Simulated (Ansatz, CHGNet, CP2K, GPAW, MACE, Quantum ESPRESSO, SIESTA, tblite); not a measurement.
**Quantum ESPRESSO runs on random packing of 64Li2S-20P2S5-16LiCl (mol %) (91 atoms)**

Aim: run random packing of 64Li2S-20P2S5-16LiCl (mol %) (91 atoms) in Quantum ESPRESSO and see how near its forces come to a plane-wave reference, and at what cost.

Calculated with Quantum ESPRESSO 7.5; the method is named at each step.

### Step 1. The starting structure

The cell holds 91 atoms: 36 Li, 41 S, 10 P and 4 Cl. Its edges and angles: a = 12.227 Å, b = 12.227 Å, c = 12.227 Å, α = 90.0°, β = 90.0°, γ = 90.0°. 91 atoms (36 Li, 41 S, 10 P, 4 Cl) packed at random in a cube at 1.83 g/cm³ and pushed apart as soft spheres, cations and anions kept from their own kind; a start for melting by ab initio MD, not an equilibrated structure. Then every atom was moved at random, 0.03 Å r.m.s. a Cartesian component.

The yardstick, on the same geometry:

```
method                 : Kohn-Sham DFT, PBE, PAW, plane waves (Ansatz 0.2.0); cutoff 420 eV, Γ point, fermi-dirac smearing of 0.05 eV; PAW set soft_2
r.m.s. force component : 0.607 eV/Å
longest force          : 3.353 eV/Å
pressure               : -1.237 GPa
SCF cycles             : 12
time                   : 10 s on 8 threads of Arm Neoverse V2, shared host
CPU time               : 74 s
```

### Step 2. PBE, sssp-1.3.0-efficiency, 45/360 Ry

Method: Kohn-Sham DFT, PBE, SSSP efficiency 1.3.0 pseudopotentials, plane waves.

The input, pw.in:

```
&control
  calculation = 'scf'
  pseudo_dir = './pseudo'
  outdir = './tmp'
  disk_io = 'none'
  tprnfor = .true.
  tstress = .true.
/
&system
  ibrav = 0
  nat = 91
  ntyp = 4
  ecutwfc = 45
  ecutrho = 360
  nosym = .true.
  occupations = 'smearing'
  smearing = 'fd'
  degauss = 0.003675
/
&electrons
  conv_thr = 4.5e-07
  electron_maxstep = 100
  mixing_beta = 0.4
  mixing_mode = 'plain'
  diagonalization = 'david'
/
ATOMIC_SPECIES
Li 6.940 Li.upf
S 32.060 S.upf
P 30.974 P.upf
Cl 35.450 Cl.upf
CELL_PARAMETERS angstrom
12.22750 0.00000 0.00000
0.00000 12.22750 0.00000
0.00000 0.00000 12.22750
ATOMIC_POSITIONS crystal
Li 0.18580 0.81409 0.18420
Li 0.13986 0.95424 0.68292
Li 0.27735 0.74131 0.69892
Li 0.82721 0.82871 0.86335
Li 0.78976 0.28047 0.46842
Li 0.57049 0.73886 0.95148
Li 0.52553 0.68844 0.31992
Li 0.84926 0.28506 0.22991
Li 0.48846 0.57453 0.61701
Li 0.03232 0.07548 0.30735
Li 0.15802 0.32965 0.14183
Li 0.41733 0.34923 0.19237
Li 0.29707 0.44820 0.80296
Li 0.09151 0.66595 0.01042
Li 0.75773 0.81629 0.09706
Li 0.32163 0.53562 0.33395
Li 0.80875 0.29952 0.83246
Li 0.84434 0.54308 0.66127
Li 0.18936 0.08648 0.98329
Li 0.97858 0.84317 0.38257
Li 0.35063 0.38613 0.52825
Li 0.57933 0.82986 0.69252
Li 0.78280 0.54558 0.41250
Li 0.59769 0.11660 0.45020
Li 0.64628 0.33558 0.09688
Li 0.93639 0.98267 0.02608
Li 0.64553 0.20161 0.67966
Li 0.69813 0.83312 0.47553
Li 0.45680 0.95232 0.00201
Li 0.06170 0.38012 0.78147
Li 0.44937 0.86582 0.47574
Li 0.69311 0.02709 0.97954
Li 0.11768 0.42129 0.42041
Li 0.34956 0.03500 0.79796
Li 0.90382 0.66357 0.22741
Li 0.96127 0.46174 0.09156
S 0.94726 0.15357 0.78217
S 0.32133 0.70740 0.27343
S 0.59603 0.00641 0.60334
S 0.09328 0.97211 0.44920
S 0.76841 0.88462 0.30504
S 0.78996 0.81523 0.67962
S 0.99681 0.31952 0.97535
S 0.61979 0.15142 0.18916
S 0.95608 0.21500 0.40887
S 0.30553 0.94035 0.11998
S 0.99077 0.72934 0.84197
S 0.19028 0.12584 0.74787
S 0.32204 0.58035 0.51046
S 0.07900 0.04894 0.12698
S 0.30259 0.91370 0.57950
S 0.62940 0.33070 0.54212
S 0.42429 0.86569 0.79349
S 0.61615 0.41066 0.82256
S 0.90112 0.40287 0.55106
S 0.76920 0.21297 0.99817
[... 31 atom lines left out ...]
Cl 0.52918 0.82283 0.10832
Cl 0.86917 0.00316 0.54602
Cl 0.05244 0.55978 0.23107
Cl 0.69353 0.64211 0.28232
K_POINTS gamma
```

Command:

```bash
$ OMP_NUM_THREADS=1 mpirun -np 4 pw.x -in pw.in > output.txt
```

The program printed:

```text
Program PWSCF
     gamma-point specific algorithms are used
     one sub-group per band group will be used
     scalapack distributed-memory algorithm (size of sub-group:  2*  2 procs)
     Parallelization info
     sticks:   dense  smooth     PW     G-vecs:    dense   smooth      PW
     Min        3818    1911    473               355673   125792   15681
     Max        3822    1916    476               355678   125796   15688
     Sum       15281    7653   1901              1422699   503175   62741
     bravais-lattice index     =            0
     lattice parameter (alat)  =      23.1066  a.u.
     unit-cell volume          =   12337.0014 (a.u.)^3
     number of atoms/cell      =           91
     number of atomic types    =            4
     number of electrons       =       432.00
     number of Kohn-Sham states=          259
     kinetic-energy cutoff     =      45.0000  Ry
     charge density cutoff     =     360.0000  Ry
     scf convergence threshold =      4.5E-07
     mixing beta               =       0.4000
     number of iterations used =            8  plain     mixing
     Exchange-correlation=  SLA  PW   PBX  PBC
                           (   1   4   3   4   0   0   0)
     crystal axes: (cart. coord. in units of alat)
               a(1) = (   1.000000   0.000000   0.000000 )
               a(2) = (   0.000000   1.000000   0.000000 )
               a(3) = (   0.000000   0.000000   1.000000 )
     reciprocal axes: (cart. coord. in units 2 pi/alat)
               b(1) = (  1.000000  0.000000  0.000000 )
               b(2) = (  0.000000  1.000000  0.000000 )
               b(3) = (  0.000000  0.000000  1.000000 )
     PseudoPot. # 1 for Li:
     Pseudo is Ultrasoft, Zval =  3.0
     PseudoPot. # 2 for S :
     Pseudo is Ultrasoft + core correction, Zval =  6.0
     PseudoPot. # 3 for P :
     Pseudo is Ultrasoft + core correction, Zval =  5.0
     PseudoPot. # 4 for Cl:
     Pseudo is Ultrasoft + core correction, Zval =  7.0
     atomic species   valence    mass     pseudopotential
     Li                3.00     6.94000     Li( 1.00)
     S                 6.00    32.06000     S ( 1.00)
     P                 5.00    30.97400     P ( 1.00)
     Cl                7.00    35.45000     Cl( 1.00)
     No symmetry found
   Cartesian axes
     number of k points=     1  Fermi-Dirac smearing, width (Ry)=  0.0037
                       cart. coord. in units 2pi/alat
        k(    1) = (   0.0000000   0.0000000   0.0000000), wk =   2.0000000
     Dense  grid:   711350 G-vectors     FFT dimensions: ( 144, 144, 144)
     Smooth grid:   251588 G-vectors     FFT dimensions: ( 100, 100, 100)
     Initial potential from superposition of free atoms
     starting charge     415.7701, renormalised to     432.0000
     negative rho (up, down):  6.297E-02 0.000E+00
     Starting wfcs are  400 randomized atomic wfcs
     Self-consistent Calculation
     iteration #  1     ecut=    45.00 Ry     beta= 0.40
     negative rho (up, down):  6.182E-02 0.000E+00
     total energy              =   -1773.24211523 Ry
     estimated scf accuracy    <      23.70794539 Ry
     iteration #  2     ecut=    45.00 Ry     beta= 0.40
     negative rho (up, down):  6.144E-02 0.000E+00
     total energy              =   -1770.59312612 Ry
     estimated scf accuracy    <     161.73547701 Ry
     iteration #  3     ecut=    45.00 Ry     beta= 0.40
     negative rho (up, down):  6.129E-02 0.000E+00
     total energy              =   -1781.79733901 Ry
     estimated scf accuracy    <      39.77886088 Ry
     iteration #  4     ecut=    45.00 Ry     beta= 0.40
     negative rho (up, down):  6.112E-02 0.000E+00
     total energy              =   -1783.77318482 Ry
     estimated scf accuracy    <       9.05115016 Ry
     iteration #  5     ecut=    45.00 Ry     beta= 0.40
     negative rho (up, down):  6.097E-02 0.000E+00
     total energy              =   -1784.16638416 Ry
     estimated scf accuracy    <       2.78951429 Ry
     iteration #  6     ecut=    45.00 Ry     beta= 0.40
[...]
total energy              =   -1784.16271935 Ry
     estimated scf accuracy    <       1.49632329 Ry
[...]
c_bands:  1 eigenvalues not converged
[...]
c_bands:  1 eigenvalues not converged
[...]
c_bands:  1 eigenvalues not converged
[...]
total energy              =   -1784.26710209 Ry
[...]
iteration # 45     ecut=    45.00 Ry     beta= 0.40
[...]
total energy              =   -1784.26710213 Ry
     estimated scf accuracy    <       0.00000117 Ry
     iteration # 46     ecut=    45.00 Ry     beta= 0.40
[...]
total energy              =   -1784.26710217 Ry
     estimated scf accuracy    <       0.00000064 Ry
     iteration # 47     ecut=    45.00 Ry     beta= 0.40
     negative rho (up, down):  5.918E-02 0.000E+00
     End of self-consistent calculation
          k = 0.0000 0.0000 0.0000 ( 31371 PWs)   bands (ev):
   -43.7294 -43.5842 -43.2557 -43.1051 -43.0363 -42.9697 -42.8914 -42.7079
   -42.7034 -42.6432 -42.6424 -42.6034 -42.5363 -42.5346 -42.5098 -42.5052
   -42.4845 -42.4611 -42.4385 -42.3861 -42.3668 -42.2553 -42.1832 -42.1772
   -42.0227 -41.9646 -41.9079 -41.8182 -41.7046 -41.5747 -41.5050 -41.4662
   -41.3743 -41.3261 -41.3128 -41.1644 -12.9353 -11.6383 -11.5794 -11.5199
   -11.3481 -11.3059 -11.2294 -10.7505 -10.6657 -10.5923 -10.3114 -10.2555
[...]
4.0343   4.0477   4.1177   4.2532   4.2743   4.3982   4.4643   4.6667
     4.7371   4.7875   4.9012   5.0318   5.4103   5.6747   5.6918   5.8916
     6.0864   6.3045   6.3574   6.5218   6.5484   6.6956   6.7552   7.0451
     7.0681   7.1950   7.2924
     the Fermi energy is     3.2149 ev
!    total energy              =   -1784.26710193 Ry
     estimated scf accuracy    <       0.00000036 Ry
     smearing contrib. (-TS)   =      -0.03694222 Ry
     internal energy E=F+TS    =   -1784.23015971 Ry
     The total energy is F=E-TS. E is the sum of the following terms:
     one-electron contribution =    -418.87035745 Ry
     hartree contribution      =     311.98888004 Ry
     xc contribution           =    -546.87936173 Ry
     ewald contribution        =   -1130.46932058 Ry
     convergence has been achieved in  47 iterations
     negative rho (up, down):  5.918E-02 0.000E+00
     Forces acting on atoms (cartesian axes, Ry/au):
     atom    1 type  1   force =    -0.00996756   -0.01434596   -0.01434260
     atom    2 type  1   force =    -0.01461646   -0.01837962   -0.00921970
     atom    3 type  1   force =    -0.00700258    0.00626587    0.00062193
     atom    4 type  1   force =     0.00866994   -0.00813074   -0.01655748
     atom    5 type  1   force =     0.00024231   -0.01579653   -0.01257827
     atom    6 type  1   force =    -0.01649594   -0.01020990    0.00947394
[...]
atom   89 type  4   force =    -0.00246238   -0.00874047    0.00799522
     atom   90 type  4   force =    -0.02277792   -0.01852970   -0.00235413
     atom   91 type  4   force =     0.01287320    0.00235596   -0.04301859
     Total force =     0.390907     Total SCF correction =     0.001242
     Computing stress (Cartesian axis) and pressure
     negative rho (up, down):  5.918E-02 0.000E+00
          total   stress  (Ry/bohr**3)                   (kbar)     P=      -12.42
  -0.00006225   0.00006324  -0.00004335           -9.16        9.30       -6.38
   0.00006324  -0.00010218   0.00003960            9.30      -15.03        5.83
  -0.00004335   0.00003960  -0.00008884           -6.38        5.83      -13.07
     Message from routine punch:
     Nothing written, as per user request (disk_io='none')
```

Wall time 8.1 min (4 MPI ranks of Arm Neoverse V2, shared host); peak memory 4.6 GiB; 32 min of CPU time.

Banners, paths, timers and routine set-up lines are dropped from the logs unmarked, and long logs keep their key lines alone; longer cuts are marked.

Numbers from this run, and their distance from the reference:

| Item | Value |
| --- | --- |
| r.m.s. force component | 0.6083 eV/Å |
| r.m.s. difference of force components | 2.973 meV/Å |
| longest difference of force vectors | 24.39 meV/Å |
| force difference over r.m.s. force | 0.4898 % |
| slope of forces against the reference's | 1.002 |
| correlation of force components | 1 |
| pressure | -1.242 GPa |
| pressure difference | -0.0052 GPa |

Length of the force difference by element (eV/Å):

```tsv
element	atoms	mean	most
Cl	4	0.0023	0.0033
Li	36	0.0012	0.0022
P	10	0.0075	0.019
S	41	0.004	0.024
```

A closer look about P87, which bears the longest force: 9 atoms, nearest first, numbered in the order of the input, with positions taken from that point.

```tsv
atom	x	y	z	distance (Å)	Fx	Fy	Fz (eV/Å)
P87	0.00	0.00	0.00	0.00	1.45	0.43	-3.01
S72	-1.17	-0.84	1.34	1.97	-0.55	-1.26	2.31
S65	1.37	1.51	-0.74	2.17	0.85	-0.50	0.48
S54	1.41	-1.65	-0.21	2.18	-0.28	-0.36	0.17
Li9	-0.15	0.36	-2.73	2.75	0.12	-0.14	0.04
Li13	-2.49	-1.19	-0.45	2.80	-0.92	0.04	-0.12
Li6	0.85	2.37	1.36	2.86	-0.42	-0.26	0.24
P79	-0.07	-2.90	0.84	3.02	-0.52	0.47	-0.75
S61	1.37	-0.14	2.89	3.21	0.75	-0.91	-0.60
```

Forces lie 0.49 % from the reference's, at 26 times its CPU time (on 4 against 8 cores).

### Step 3. PBE, sssp-1.3.0-efficiency, 20/160 Ry

Method: Kohn-Sham DFT, PBE, SSSP efficiency 1.3.0 pseudopotentials, plane waves.

Changes to pw.in since step 2:

```diff
@@ -12,4 +12,4 @@
   ntyp = 4
-  ecutwfc = 45
-  ecutrho = 360
+  ecutwfc = 20
+  ecutrho = 160
   nosym = .true.
```

Command:

```bash
$ OMP_NUM_THREADS=1 mpirun -np 2 pw.x -in pw.in > output.txt
```

The program printed:

```text
[banner, memory and clock lines left out]
Program PWSCF
     gamma-point specific algorithms are used
     bravais-lattice index     =            0
     lattice parameter (alat)  =      23.1066  a.u.
     unit-cell volume          =   12337.0014 (a.u.)^3
[... lines left out ...]
     total energy              =   -1771.43173512 Ry
[... lines left out ...]
     total energy              =   -1768.18663648 Ry
[... lines left out ...]
     total energy              =   -1780.01539414 Ry
[... lines left out ...]
     c_bands:  1 eigenvalues not converged
[... lines left out ...]
     total energy              =   -1782.36773291 Ry
[... lines left out ...]
     total energy              =   -1782.36773295 Ry
[... lines left out ...]
     the Fermi energy is     3.2151 ev
!    total energy              =   -1782.36773275 Ry
[... lines left out ...]
     internal energy E=F+TS    =   -1782.33075446 Ry
     The total energy is F=E-TS. E is the sum of the following terms:
     one-electron contribution =    -415.99786916 Ry
     hartree contribution      =     310.02957779 Ry
     xc contribution           =    -545.89314251 Ry
     ewald contribution        =   -1130.46932058 Ry
     convergence has been achieved in  46 iterations
     negative rho (up, down):  6.510E-02 0.000E+00
     Forces acting on atoms (cartesian axes, Ry/au):
     atom    1 type  1   force =    -0.01038459   -0.01454088   -0.01465512
     atom    2 type  1   force =    -0.01468086   -0.01884500   -0.00946085
     atom    3 type  1   force =    -0.00726418    0.00649647    0.00053678
[...]
atom   90 type  4   force =    -0.02275911   -0.01861102   -0.00216554
     atom   91 type  4   force =     0.01290743    0.00262291   -0.04338570
     Total force =     0.391164     Total SCF correction =     0.001129
     Computing stress (Cartesian axis) and pressure
     negative rho (up, down):  6.510E-02 0.000E+00
          total   stress  (Ry/bohr**3)                   (kbar)     P=     -117.91
  -0.00077871   0.00006380  -0.00004378         -114.55        9.39       -6.44
   0.00006380  -0.00081938   0.00003941            9.39     -120.53        5.80
  -0.00004378   0.00003941  -0.00080660           -6.44        5.80     -118.66
     Message from routine punch:
     Nothing written, as per user request (disk_io='none')
```

It took 4.8 min on 2 MPI ranks; peak memory 1.4 GiB.

Numbers from this run, and their distance from the reference:

```yaml
r_m_s_force_component: 0.6087 eV/Å
r_m_s_difference_of_force_components: 12.79 meV/Å
longest_difference_of_force_vectors: 62.56 meV/Å
force_difference_over_r_m_s_force: 2.106 %
slope_of_forces_against_the_reference_s: 1.002
correlation_of_force_components: 0.9998
pressure: -11.79 GPa
pressure_difference: -10.55 GPa
energy_less_the_same_level_run_s: 284 meV/atom
r_m_s_force_difference_from_the_same_level_run: 10.83 meV/Å
```

This is a coarse setting, run to see what it loses.

Against the first run (0.49 %), the force difference from the reference is 2.1 %, at 0.30 times the CPU time (on 2 against 4 cores): the cutoff matters here.

### Step 4. The ladder

Differences are against the plane-wave reference, forces as r.m.s. over components; share is that over the reference's r.m.s. force, slope the least-squares factor from reference forces to these. Total energies of different programs have different zeros and aren't compared.

```tsv
run	Δ force, r.m.s. (meV/Å)	share (%)	slope	Δ pressure (GPa)	cores	CPU time	memory (GiB)
reference	-	-	-	-	8	74 s	2.1
QE PBE, sssp-1.3.0-efficiency, 45/360 Ry	2.97	0.490	1.002	-0.0052	4	32 min	4.6
QE PBE, sssp-1.3.0-efficiency, 20/160 Ry (coarse)	12.8	2.11	1.002	-10.6	2	9.6 min	1.4
```

Rows marked coarse were listed beforehand as settings not expected to be converged; some can still land near the reference.

CPU time is summed over cores on a shared host, where runs went side by side, so it is rough. Symmetry, cutoffs, thresholds, outputs and thread counts weren't matched or tuned between programs; memory under MPI is the largest rank's times the ranks.

Within one program, basis, potentials and functional, energies share a zero. Each run against its twin at the usual cutoff or grid and solver:

```tsv
run	twin	Δ energy (meV/atom)	Δ force, r.m.s. (meV/Å)	CPU time over the twin's
QE PBE, sssp-1.3.0-efficiency, 20/160 Ry	sssp-1.3.0-efficiency, 45/360 Ry	284	10.8	0.29 (this twin ran on 4 cores)
```

Left out of this page: QE PBE, sssp-1.3.0-efficiency, 45/360 Ry (killed or ended with an error).

### Step 5. Summary of results

* nearest in forces: QE PBE, sssp-1.3.0-efficiency, 45/360 Ry, 0.49 %
* its CPU time: 32 min

What this shows: PBE on plane waves or a grid with other potentials, cutoffs or grids, coarse settings apart, differs from the reference by 0.49 % (QE PBE, sssp-1.3.0-efficiency, 45/360 Ry) of the r.m.s. force; this holds the reference's own error, so differences of a few per cent don't tell which side is nearer the exact PBE result (QE's 45 Ry are 612 eV, against the reference's 420 eV). Runs with settings chosen to be coarse differ by 2.1 % (QE PBE, sssp-1.3.0-efficiency, 20/160 Ry), their programs' other errors included. None of the electronic-structure runs in the table takes under half the reference's CPU time of 74 s; they take 7.7 to 26 times as much. In pressure, QE PBE, sssp-1.3.0-efficiency, 20/160 Ry misses by -10.6 GPa, at the same functional; a cutoff this low leaves a large Pulay stress. The electronic-structure runs sample only Γ, in a cell whose shortest periodic width is 12 Å, which is coarse for a cell with partly filled levels.

[Also dropped from logs without a mark: logging warnings of Python, and SIESTA's first energy breakdown and zero terms.]

[Logs are printed without paths, hosts, clocks, repeated set-up lines and the standing remarks that a program may print on its own settings, such as how far it seeks lower states.]

[Hosts, paths, dates, database ids (printed as entryN), source tags and the programs' standing remarks are cut or masked in the printed files.]
